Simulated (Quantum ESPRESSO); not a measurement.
## CoO: energy against a fixed spin moment

How stiff is the total moment of CoO, and does E(M) have further minima?

Program: Quantum ESPRESSO 7.5. Level of theory: PBE; plane waves with GBRV 1.5 PBE potentials, no spin-orbit coupling. Results are calculated unless marked as measured.

Most raw output is cut from this account.

## Step 1: Starting point

The structure is cubic, space group Fm-3m (No. 225). The conventional cell has a = 4.263 Å, b = 4.263 Å, c = 4.263 Å, α = 90.00°, β = 90.00°, γ = 90.00°. Nearest to Co lie 6 O at 2.13 Å. Nearest to O lie 6 Co at 2.13 Å. Farther neighbours and most contacts between anions are not listed.

The cell comes from the Crystallography Open Database.

## Step 2: The free run

pw.in reads:

```
&CONTROL
  calculation = 'scf'
  prefix = 'pwscf'
  outdir = './tmp'
  pseudo_dir = './pseudo'
  disk_io = 'nowf'
  tprnfor = .true.
  tstress = .true.
/
&SYSTEM
  ibrav = 0
  nat = 2
  ntyp = 2
  ecutwfc = 40
  ecutrho = 280
  nbnd = 20
  occupations = 'smearing'
  smearing = 'fd'
  degauss = 0.00734986
  nspin = 2
  starting_magnetization(1) = 0.1765
  starting_magnetization(2) = 0
/
&ELECTRONS
  conv_thr = 4d-09
  electron_maxstep = 150
  mixing_beta = 0.3
/
ATOMIC_SPECIES
Co     58.9332 co_pbe_v1.2.uspp.F.UPF
O      15.9990 o_pbe_v1.2.uspp.F.UPF
CELL_PARAMETERS angstrom
   0.0000000000    2.1315000000    2.1315000000
   2.1315000000    0.0000000000    2.1315000000
   2.1315000000    2.1315000000    0.0000000000
ATOMIC_POSITIONS crystal
Co      0.0000000000    0.0000000000    0.0000000000
O       0.5000000000    0.5000000000    0.5000000000
K_POINTS automatic
8 8 8 0 0 0
```

Command:

```
> OMP_NUM_THREADS=1 mpirun -n 2 pw.x -nk 2 -in pw.in > pw.out
```

It took 7.7 s on 2 MPI ranks of Arm Neoverse V2, shared host; peak memory 0.15 GiB.

Spin moment in the atom's sphere by atom:

```csv
atom,spin moment in the atom's sphere (μB)
Co1,2.52
O2,0.33
```

Read from the output:

| Quantity | Value |
| --- | --- |
| smearing term TS | 0.1104 eV |
| pressure | -1.342 GPa |
| magnetization | 2.943 μB |
| absolute magnetization | 2.967 μB |
| final state | ferromagnetic |

## Step 3: Moment fixed at 0 μB

The two spin channels are filled to separate Fermi energies, so that the total moment meets the target. Half of the up one less the down one is the slope dE/dM.

pw.in: that of step 2 with these lines changed.

```diff
@@ -20,4 +20,5 @@
   nspin = 2
-  starting_magnetization(1) = 0.1765
+  starting_magnetization(1) = 0.0088
   starting_magnetization(2) = 0
+  tot_magnetization = 0
 /
```

The job ended after 7 s (2 MPI ranks; peak memory 0.15 GiB).

This step gave:

* magnetization: 0 μB
* absolute magnetization: 0 μB
* half the difference of the two Fermi energies: 0 meV
* largest moment: 0 μB

## Step 4: Moment fixed at 0.397 μB

pw.in: that of step 3 with these lines changed.

```diff
@@ -20,5 +20,5 @@
   nspin = 2
-  starting_magnetization(1) = 0.0088
+  starting_magnetization(1) = 0.0234
   starting_magnetization(2) = 0
-  tot_magnetization = 0
+  tot_magnetization = 0.397
 /
```

Wall time 7.3 s (2 MPI ranks); peak memory 0.15 GiB; 15 s of CPU time.

Spin moment in the atom's sphere by atom:

```
atom  spin moment in the atom's sphere (μB)
 Co1                                  0.389
  O2                                 -0.012
```

Numbers from this step:

- magnetization: 0.397 μB
- absolute magnetization: 0.426 μB
- half the difference of the two Fermi energies: -110.8 meV

## Step 5: Moment fixed at 0.795 μB

pw.in: that of step 4 with these lines changed.

```diff
@@ -15,3 +15,3 @@
   ecutrho = 280
-  nbnd = 20
+  nbnd = 21
   occupations = 'smearing'
@@ -20,5 +20,5 @@
   nspin = 2
-  starting_magnetization(1) = 0.0234
+  starting_magnetization(1) = 0.0468
   starting_magnetization(2) = 0
-  tot_magnetization = 0.397
+  tot_magnetization = 0.795
 /
```

It took 7.2 s on 2 MPI ranks; peak memory 0.15 GiB; 14 s of CPU time.

Numbers from this step:

| Quantity | Value |
| --- | --- |
| magnetization | 0.795 μB |
| absolute magnetization | 0.829 μB |
| half the difference of the two Fermi energies | -186 meV |
| largest moment | 0.7672 μB |

## Step 6: The curve

The runs not shown differ in the target, the start and the number of states alone. The point at 2.94 μB is the free run, entered with slope zero.

The energy over the lowest by total spin moment:

| total spin moment (μB a cell) | energy over the lowest (meV a cell) |
| --- | --- |
| 0.00 | 502 |
| 0.40 | 479 |
| 0.80 | 419 |
| 1.19 | 335 |
| 1.59 | 234 |
| 1.99 | 140 |
| 2.38 | 66.2 |
| 2.78 | 9.19 |
| 2.94 | 0 |
| 3.18 | 258 |
| 3.58 | 1212 |
| 3.97 | 2400 |

The dE/dM by total spin moment:

| total spin moment (μB a cell) | dE/dM (meV/μB) |
| --- | --- |
| 0.00 | -0.0299 |
| 0.40 | -111 |
| 0.80 | -186 |
| 1.19 | -237 |
| 1.59 | -261 |
| 1.99 | -206 |
| 2.38 | -169 |
| 2.78 | -98.4 |
| 2.94 | 0 |
| 3.18 | 1855 |
| 3.58 | 2728 |
| 3.97 | 3224 |

Largest site moment against total spin moment:

| total spin moment (μB a cell) | largest site moment (μB) |
| --- | --- |
| 0.00 | 1.4e-5 |
| 0.40 | 0.389 |
| 0.80 | 0.767 |
| 1.19 | 1.13 |
| 1.59 | 1.48 |
| 1.99 | 1.81 |
| 2.38 | 2.12 |
| 2.78 | 2.40 |
| 2.94 | 2.52 |
| 3.18 | 2.62 |
| 3.58 | 2.76 |
| 3.97 | 2.92 |

## Step 7: Outcome

```yaml
moment_of_the_free_run: 2.94 μB a cell
energy_at_zero_total_moment: 502 meV a cell over the lowest
delta_e_delta_m2_from_the_lowest_point_to_3p18_and_to_2p78_mu_b: 4655 and 349 meV/μB²
```

What this shows: At zero total moment the site moments vanish, so the 502 meV a cell is the energy of forming them. The points show one minimum alone. The cell holds one seeded atom, so opposed orders, which may lie lower, cannot form in it. Energies are free energies at an electronic temperature of 1160 K, which lowers moments and differences where the moments are itinerant. No Hubbard term acts here. In such compounds local and semilocal functionals without one often delocalise the d electrons, and can shrink or lose moments and miss the size, sign and order of the couplings. The smearing term is large for its width, so states at the Fermi level are partly filled: at this level the cell is a metal or has a gap of a few widths at most.

[Logs and program files are shortened in this print: banners, set-up blocks, solver, clock and traceback lines can be left out without a mark of their own.]

[Logs are printed without paths, hosts, clocks, repeated set-up lines and the standing remarks that a program may print on its own settings, such as how far it seeks lower states.]

[Hosts, paths, dates, database ids (printed as entryN), source tags and the programs' standing remarks are cut or masked in the printed files.]

[Where a cell is said to come from a database of computed structures, the database is the Materials Project.]
